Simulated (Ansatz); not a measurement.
# CdHC2O3: valence-band photoemission, part 4 of 4

What would valence photoemission of CdHC2O3 look like, and what sets its shape? Spin–orbit coupling is left out of the bands throughout.

Ansatz 0.2.0; DFT, PBE, plane-wave PAW, default files, scalar-relativistic (the session's first sound run).

So far, gap on the path (eV): step 2 (self-consistent run, DOS and bands, PBE) 1.93; step 3 (with PBEsol) 1.79; step 4 (with LDA) 1.70.

### Step 5. Norm-conserving files

This step: DFT, PBE, plane waves, norm-conserving files, scalar-relativistic (Ansatz 0.2.0).

Norm-conserving files need a higher cutoff and test the potentials from another side.

The input, input.yaml:

```yaml
crystal:
  lattice:
    - [3.5793, 0.0, 0.0]
    - [0.0, 10.4878, 0.0]
    - [-1.4242045148, 0.0, 8.4644194757]
  atoms:
    - { symbol: Cd, position: [0.21353, 0.87775, 0.42213] }
    - { symbol: Cd, position: [0.78647, 0.37775, 0.07787] }
    - { symbol: Cd, position: [0.78647, 0.12225, 0.57787] }
    - { symbol: Cd, position: [0.21353, 0.62225, 0.92213] }
    - { symbol: O, position: [0.7695, 0.9053, 0.5733] }
    - { symbol: O, position: [0.2305, 0.4053, 0.9267] }
    - { symbol: O, position: [0.2305, 0.0947, 0.4267] }
    - { symbol: O, position: [0.7695, 0.5947, 0.0733] }
    - { symbol: O, position: [0.1729, 0.8319, 0.8738] }
    - { symbol: O, position: [0.8271, 0.3319, 0.6262] }
    - { symbol: O, position: [0.8271, 0.1681, 0.1262] }
    - { symbol: O, position: [0.1729, 0.6681, 0.3738] }
    - { symbol: O, position: [0.6586, 0.8774, 0.2216] }
    - { symbol: O, position: [0.3414, 0.3774, 0.2784] }
    - { symbol: O, position: [0.3414, 0.1226, 0.7784] }
    - { symbol: O, position: [0.6586, 0.6226, 0.7216] }
    - { symbol: C, position: [0.3533, 0.9238, 0.9425] }
    - { symbol: C, position: [0.6467, 0.4238, 0.5575] }
    - { symbol: C, position: [0.6467, 0.0762, 0.0575] }
    - { symbol: C, position: [0.3533, 0.5762, 0.4425] }
    - { symbol: C, position: [0.5743, 0.9448, 0.1] }
    - { symbol: C, position: [0.4257, 0.4448, 0.4] }
    - { symbol: C, position: [0.4257, 0.0552, 0.9] }
    - { symbol: C, position: [0.5743, 0.5552, 0.6] }
    - { symbol: H, position: [0.8072, 0.8607, 0.6746] }
    - { symbol: H, position: [0.1928, 0.3607, 0.8254] }
    - { symbol: H, position: [0.1928, 0.1393, 0.3254] }
    - { symbol: H, position: [0.8072, 0.6393, 0.1746] }
kpoints:
  mp_grid: { grid: [6, 2, 4] }
  band_path:
    path:
      - [0.0, 0.0, 0.0]
      - [0.0, 0.5, 0.0]
      - [0.0, 0.5, 0.5]
      - [0.0, 0.0, 0.5]
      - [0.0, 0.0, 0.0]
      - [-0.5, 0.0, 0.5]
      - [-0.5, 0.5, 0.5]
      - [0.0, 0.5, 0.0]
      - [-0.5, 0.5, 0.0]
      - [-0.5, 0.0, 0.0]
    npoints: 6
scf:
  occupations: { method: fermi_dirac, width: 0.02 }
  n_extra_bands: 40
hamiltonian:
  xc: pbe
  pseudopotentials: { kind: nc }
output:
  forces: true
  stress: true
  dos:
    projected:
      site_lists:
        Cd1: [0, 1, 2, 3]
        O5: [4, 5, 6, 7]
        O9: [8, 9, 10, 11]
        O13: [12, 13, 14, 15]
        C17: [16, 17, 18, 19]
        C21: [20, 21, 22, 23]
        H25: [24, 25, 26, 27]
    de: 0.05
    e_range: [-28, 12]
    nscf_kmesh: { grid: [10, 4, 4] }
  fatbands: true
```

Started as:

```sh
> ansatz run input.yaml --threads 4 --pin off --max-ram 8192MiB --backend cpu --events-out ev --progress --plain --runs-dir out
```

Numbers of over 12 decimals in the logs are rounded to 6 here.

The log of the run:

```text
[...]
Crystal: 28 atoms, lattice volume = 317.746 Å³
Basis set: ecut = 1240 eV, 31485 PW (Γ), exchange–correlation on 90×250×200 points (8 copies of the dense FFT grid, shifted against one another)
Bands: 134, of which v1, the nominal top of the filled ones, is band 94 counted from 1 (93 counted from 0)
Symmetry: 4 space group operations
[...]
k-points: 28 of 48
[...]
SCF iter   1: F=—  HF=-26027.520581 eV  |F-HF|=—  |Δ(HF+E_count)|=         —  Δρ=1.29e-1  dr2=4.98e1  ethr=3.10e-3  ⟨swp⟩=6.9  Hψ=19739  notcnv=0  defer=311
[...]
SCF iter  10: F=-26008.245844 eV  HF=-26008.245844 eV  |F-HF|=7.04e-8  |Δ(HF+E_count)|=   2.41e-6  Δρ=4.76e-6  dr2=6.82e-8  ethr=5.32e-11  ⟨swp⟩=18.2  Hψ=31476  notcnv=0
SCF 1 converged in 10 iterations: F = -26008.245844 eV  dr2 = 6.82e-8
[...]
SCF converged after 10 iterations
Free energy (F): -26008.245844 eV
[...]
Internal energy: -26008.245844 eV  (E = F + TS)
E sigma→0 (E₀):  -26008.245844 eV
Fermi energy:    6.887839 eV
[...]
--- Forces (eV/Å), atoms counted from 1 ---
  atom   1  Cd    -0.01195479    -0.06900938    -0.06657826
  atom   2  Cd     0.01195479    -0.06900938     0.06657826
  atom   3  Cd     0.01195479     0.06900938     0.06657826
  atom   4  Cd    -0.01195479     0.06900938    -0.06657826
  atom   5  O     -0.13623510    -0.10526551     0.19568940
  atom   6  O      0.13623510    -0.10526551    -0.19568940
  atom   7  O      0.13623510     0.10526551    -0.19568940
  atom   8  O     -0.13623510     0.10526551     0.19568940
  atom   9  O     -0.15736877     0.02429157    -0.28924469
  atom  10  O      0.15736877     0.02429157     0.28924469
  atom  11  O      0.15736877    -0.02429157     0.28924469
  atom  12  O     -0.15736877    -0.02429157    -0.28924469
  atom  13  O      0.00135089    -0.31472878     0.18297505
  atom  14  O     -0.00135089    -0.31472878    -0.18297505
  atom  15  O     -0.00135089     0.31472878    -0.18297505
  atom  16  O      0.00135089     0.31472878     0.18297505
  atom  17  C     -0.08812989    -0.31302033     0.21759872
  atom  18  C      0.08812989    -0.31302033    -0.21759872
  atom  19  C      0.08812989     0.31302033    -0.21759872
  atom  20  C     -0.08812989     0.31302033     0.21759872
  atom  21  C      0.04426954     0.00067669     0.12747333
  atom  22  C     -0.04426954     0.00067669    -0.12747333
  atom  23  C     -0.04426954    -0.00067669    -0.12747333
  atom  24  C      0.04426954    -0.00067669     0.12747333
  atom  25  H      0.24922286    -0.01074311     0.00167347
  atom  26  H     -0.24922286    -0.01074311    -0.00167347
  atom  27  H     -0.24922286     0.01074311    -0.00167347
  atom  28  H      0.24922286     0.01074311     0.00167347
  max |Σ_I F_I| component: 5.55e-17 eV/Å
--- Stress (GPa, compression-positive) ---
        4.025737       0.000000       0.676451
        0.000000       5.271373       0.000000
        0.676451       0.000000       4.481648
  P = ⅓ Tr σ = 4.5929 GPa (45.929 kbar)
--- Band table (eV; the first three rows and the last of 28) ---
  k-point 0: bands = [... 90 lower, 5.1049, 5.1694, 5.2113, 5.9128, 7.8563, 8.3250, 8.3637, 8.9902, ... 36 higher]
  k-point 1: bands = [... 90 lower, 5.1292, 5.1876, 5.2846, 5.8346, 8.0583, 8.3486, 8.3550, 8.9863, ... 36 higher]
  k-point 2: bands = [... 90 lower, 5.1519, 5.1519, 5.5898, 5.5898, 8.3006, 8.3006, 8.7171, 8.7171, ... 36 higher]
  k-point 27: bands = [... 90 lower, 4.9432, 4.9432, 5.4792, 5.4792, 8.1572, 8.1572, 9.1953, 9.1953, ... 36 higher]
```

Wall time 11 min (4 threads of Arm Neoverse V2, shared host); peak memory 6.5 GiB.

Numbers from this step:

- free energy: -26008.2458 eV
- Fermi energy: 6.888 eV
- pressure: 4.593 GPa
- gap on the k-mesh: 1.944 eV
- share of occupied states in no projected shell: 0.0087 of the occupied states in the window
- gap on the path: 1.944 eV
- least direct gap on the path: 1.944 eV

Electronic bands along the path, in eV, zero at the valence-band maximum; v1 is the highest filled band, c1 the lowest empty one:

```
  point     v4     v3     v2     v1    c1    c2    c3    c4
      Γ  -0.81  -0.74  -0.70   0.00  1.94  2.41  2.45  3.08
halfway  -0.74  -0.72  -0.68  -0.11  2.09  2.42  2.44  3.04
      Z  -0.72  -0.72  -0.39  -0.39  2.39  2.39  2.57  2.57
halfway  -0.74  -0.74  -0.39  -0.39  2.39  2.39  2.70  2.70
      D  -0.75  -0.75  -0.39  -0.39  2.39  2.39  2.92  2.92
halfway  -0.76  -0.76  -0.36  -0.36  2.39  2.39  2.85  2.85
      B  -0.76  -0.76  -0.32  -0.32  2.39  2.39  2.80  2.80
halfway  -0.78  -0.72  -0.63  -0.08  2.15  2.44  2.44  3.07
      Γ  -0.81  -0.74  -0.70   0.00  1.94  2.41  2.45  3.08
halfway  -0.93  -0.84  -0.50  -0.15  2.61  2.65  2.85  2.92
      A  -1.03  -1.03  -0.34  -0.34  2.27  2.27  3.25  3.25
halfway  -1.01  -1.01  -0.38  -0.38  2.26  2.26  3.27  3.27
      E  -0.97  -0.97  -0.43  -0.43  2.24  2.24  3.28  3.28
halfway  -0.86  -0.86  -0.40  -0.40  2.60  2.60  2.93  2.93
      Z  -0.72  -0.72  -0.39  -0.39  2.39  2.39  2.57  2.57
halfway  -0.85  -0.85  -0.41  -0.41  2.62  2.62  2.90  2.90
     C2  -0.89  -0.89  -0.31  -0.31  2.27  2.27  3.24  3.24
halfway  -0.91  -0.87  -0.49  -0.13  2.24  2.27  3.26  3.27
     Y2  -0.92  -0.84  -0.56  -0.07  2.21  2.26  3.28  3.28
```

Of the projections kept (Cd s, Cd d, O s, O p, C s, C p, H s, not projected), the largest for each band there; the rest of the weight can lie on other orbitals:

```
point        v4        v3        v2        v1         c1        c2         c3         c4
    Γ  O p 0.59  O p 0.70  O p 0.69  O p 0.75  Cd s 0.50  C p 0.60   C p 0.65   C p 0.67
    Z  O p 0.69  O p 0.69  O p 0.70  O p 0.70   C p 0.59  C p 0.59  Cd s 0.45  Cd s 0.45
    D  O p 0.68  O p 0.68  O p 0.71  O p 0.71   C p 0.65  C p 0.65  Cd s 0.59  Cd s 0.59
    B  O p 0.68  O p 0.68  O p 0.70  O p 0.70   C p 0.62  C p 0.62  Cd s 0.49  Cd s 0.49
    Γ  O p 0.59  O p 0.70  O p 0.69  O p 0.75  Cd s 0.50  C p 0.60   C p 0.65   C p 0.67
    A  O p 0.71  O p 0.71  O p 0.72  O p 0.72   C p 0.63  C p 0.63   C p 0.63   C p 0.63
```

Maxima picked by a test of local sharpness, so broad peaks and shoulders can be missing; peaks within 0.45 eV of a curve's cut are left out. Valence peaks, by row, the first 40 of 49 rows:

```
photon energy (eV)  binding energy (eV)  height (% of the maximum within 13 eV)  main shell  its share (%)
              21.2                10.07                                   54.37        C 2p          54.02
              21.2                7.422                                     100        O 2p          40.99
              21.2                5.422                                   59.83        O 2p          66.54
              21.2                4.672                                   90.44        O 2p          66.18
              21.2                3.972                                   63.26        O 2p          79.49
              21.2                3.022                                   79.04        O 2p          89.43
              21.2                2.522                                   90.24        O 2p          88.33
              21.2                1.822                                   97.04        O 2p          91.51
              21.2               0.8716                                   76.76        O 2p          69.61
              21.2               0.4216                                   59.78        O 2p          71.32
               150                21.22                                   97.77        O 2s          81.39
               150                18.77                                   79.37        O 2s          96.62
               150                16.82                                   22.28        O 2s          42.63
               150                10.07                                   64.92        O 2s          32.07
               150                8.222                                   59.28        O 2p          69.11
               150                7.422                                   65.54        O 2p          66.52
               150                5.422                                   57.38        O 2p           73.8
               150                4.672                                   77.03        O 2p          82.65
               150                3.972                                   59.41        O 2p          90.02
               150                2.972                                   81.79        O 2p          91.69
               150                2.522                                   95.24        O 2p          89.01
               150                1.822                                     100        O 2p          94.46
               150               0.8716                                   62.21        O 2p          91.36
               150               0.3716                                   49.56        O 2p           91.8
               250                21.22                                   40.76        O 2s          85.75
               250                18.77                                   34.85        O 2s          96.67
               250                16.82                                   8.276        O 2s          50.41
               250                10.07                                   24.06        O 2s          38.01
               250                6.872                                     100       Cd 4d          88.59
               250                4.672                                   26.81        O 2p          56.23
               250                4.022                                   17.51        O 2p          70.71
               250                2.522                                   26.25        O 2p          76.48
               250                1.822                                   29.74        O 2p          75.21
               250               0.8716                                   15.84        O 2p          84.94
               250               0.3716                                   12.64        O 2p          85.26
              1487                21.22                                   12.19        O 2s          90.79
              1487                18.77                                   11.32        O 2s          94.22
              1487                10.07                                   7.131        O 2s           40.6
              1487                6.872                                     100       Cd 4d          98.68
              1487                4.772                                   10.25       Cd 4d          83.28
```

Spectra as before, but with a recipe of its own (widths, and in some runs the light), which changes peak heights and what is resolved: Gaussian 0.15 eV, Lorentzian 0.1 eV plus 0.03 times the binding energy, linear light, analyser at 0°, Fermi edge at 20 K; some photon energies differ too.

The two runs compared:

```
                         quantity  this run  base run  difference
             gap on the path (eV)    1.9436    1.9276      0.0160
least direct gap on the path (eV)    1.9436    1.9276      0.0160
           gap on the k-mesh (eV)    1.9436    1.9276      0.0159
```

The gap on the path, least direct gap on the path and gap on the k-mesh move by 0.02 eV at most against the base run, so this change doesn't matter for them.

### Step 6. Another try

In this try the input is made faulty on purpose, to show what that does.

This step: DFT, PBE, plane-wave PAW, default files, scalar-relativistic; changed: crystal.atoms[22].position = [0.7695, 0.5947, 0.0733], scf.max_iter = 75 (Ansatz 0.2.0).

input.yaml: that of step 5 with these lines changed.

```diff
@@ -28,3 +28,3 @@
     - { symbol: C, position: [0.4257, 0.4448, 0.4] }
-    - { symbol: C, position: [0.4257, 0.0552, 0.9] }
+    - { symbol: C, position: [0.7695, 0.5947, 0.0733] }
     - { symbol: C, position: [0.5743, 0.5552, 0.6] }
@@ -36,15 +36,2 @@
   mp_grid: { grid: [6, 2, 4] }
-  band_path:
-    path:
-      - [0.0, 0.0, 0.0]
-      - [0.0, 0.5, 0.0]
-      - [0.0, 0.5, 0.5]
-      - [0.0, 0.0, 0.5]
-      - [0.0, 0.0, 0.0]
-      - [-0.5, 0.0, 0.5]
-      - [-0.5, 0.5, 0.5]
-      - [0.0, 0.5, 0.0]
-      - [-0.5, 0.5, 0.0]
-      - [-0.5, 0.0, 0.0]
-    npoints: 6
 scf:
@@ -52,5 +39,6 @@
   n_extra_bands: 40
+  max_iter: 75
 hamiltonian:
   xc: pbe
-  pseudopotentials: { kind: nc }
+  pseudopotentials: { kind: paw }
 output:
@@ -71,2 +59 @@
     nscf_kmesh: { grid: [10, 4, 4] }
-  fatbands: true
```

The log of the run:

```text
Error: atoms 7 (O) and 22 (C) coincide: fractional positions [0.7695, 0.5947, 0.0733] and [0.7695, 0.5947, 0.0733] are 0.00e0 Å apart, within the symmetry tolerance 1e-5 (fractional) on every axis — remove the duplicate or separate the sites (indices count the expanded atom list at the failing check: the typed cell's during the `space_group:` round-trip, otherwise the final one with `supercell:` and `defects:` applied)
```

It took 0.02 s on 4 threads; peak memory 0.042 GiB.

The program refused the input before any cycle.

The program's message: “Error: atoms 7 (O) and 22 (C) coincide: fractional positions [0.7695, 0.5947, 0.0733] and [0.7695, 0.5947, 0.0733] are 0.00e0 Å apart, within the symmetry tolerance 1e-5 (fractional) on every axis — r …”

The change that led to it: crystal.atoms[22].position = [0.7695, 0.5947, 0.0733].

### Step 7. What came out

```
least gap on the mesh and the path                           : 1.93 eV
strongest listed peak within 13 eV of the zero, at 1486.7 eV : 6.9 eV binding, mostly Cd 4d
strongest listed peak within 13 eV of the zero, at 21.2 eV   : 7.1 eV binding, led by Cd 4d
Cd 4d centre of the filled part                              : -6.74 eV (10.0 states an atom)
PBE (2 min on 4 threads)                                     : gap 1.93 eV, highest Al Kα peak within 13 eV at 6.9 eV (Cd 4d)
PBEsol (1.9 min on 4 threads)                                : gap 1.79 eV, highest Al Kα peak within 13 eV at 6.9 eV (Cd 4d)
LDA (1.9 min on 4 threads)                                   : gap 1.70 eV, highest Al Kα peak within 13 eV at 6.8 eV (Cd 4d)
norm-conserving files (11 min on 4 threads)                  : gap 1.94 eV, highest Al Kα peak within 13 eV at 6.9 eV (Cd 4d)
```

What this shows: CdHC2O3 is an insulator or semiconductor at the base level (gap 1.93 eV), and its valence spectrum changes with photon energy as the shells' cross sections do. At 21.2 eV the valence spectrum has its highest listed peaks within 10.8 eV at 0.7 eV (O 2p), 1.9 eV (O 2p), 2.7 eV (O 2p), 4.7 eV (O 2p) and 7.1 eV (mixed, Cd 4d leading). At 1486.7 eV the valence spectrum has its highest listed peak within 13 eV at 6.9 eV (Cd 4d). The shell named is the one with most of the intensity, cross sections included, not always the one with most states there. With PBEsol, the gap on the path moves from 1.93 to 1.79 eV. With LDA, the gap on the path moves from 1.93 to 1.70 eV. With potentials nc, the gap on the path stays within 0.02 eV. At 21.2 eV the area is led by O 2p (64 %), at 5414.7 eV by Cd 4d (74 %). These are Kohn–Sham levels; self-energy shifts and satellites are missing. Semilocal functionals underbind filled localised shells, so the Cd 4d peak should lie deeper in a measurement, and spin–orbit coupling splits d and f lines of heavy atoms. Each run has its own recipe for the spectra (widths, photon energies, in some runs the light), so peak heights and places can differ between runs for that reason too. Semilocal Kohn–Sham gaps are too small as a rule. Spin–orbit coupling is left out, which matters for the heavy atoms here.

[Logs are printed without paths, hosts, clocks, repeated set-up lines and the standing remarks that a program may print on its own settings, such as how far it seeks lower states.]

[Hosts, paths, dates, database ids (printed as entryN), source tags and the programs' standing remarks are cut or masked in the printed files.]

[Maps of the electrostatic potential energy from Ansatz leave out the sawtooth potential of an applied field or a dipole correction, so their vacuum need not be flat; work functions include it.]

[Peak lists hold at most the 14 tallest peaks of each spectrum; further lines can be left out.]
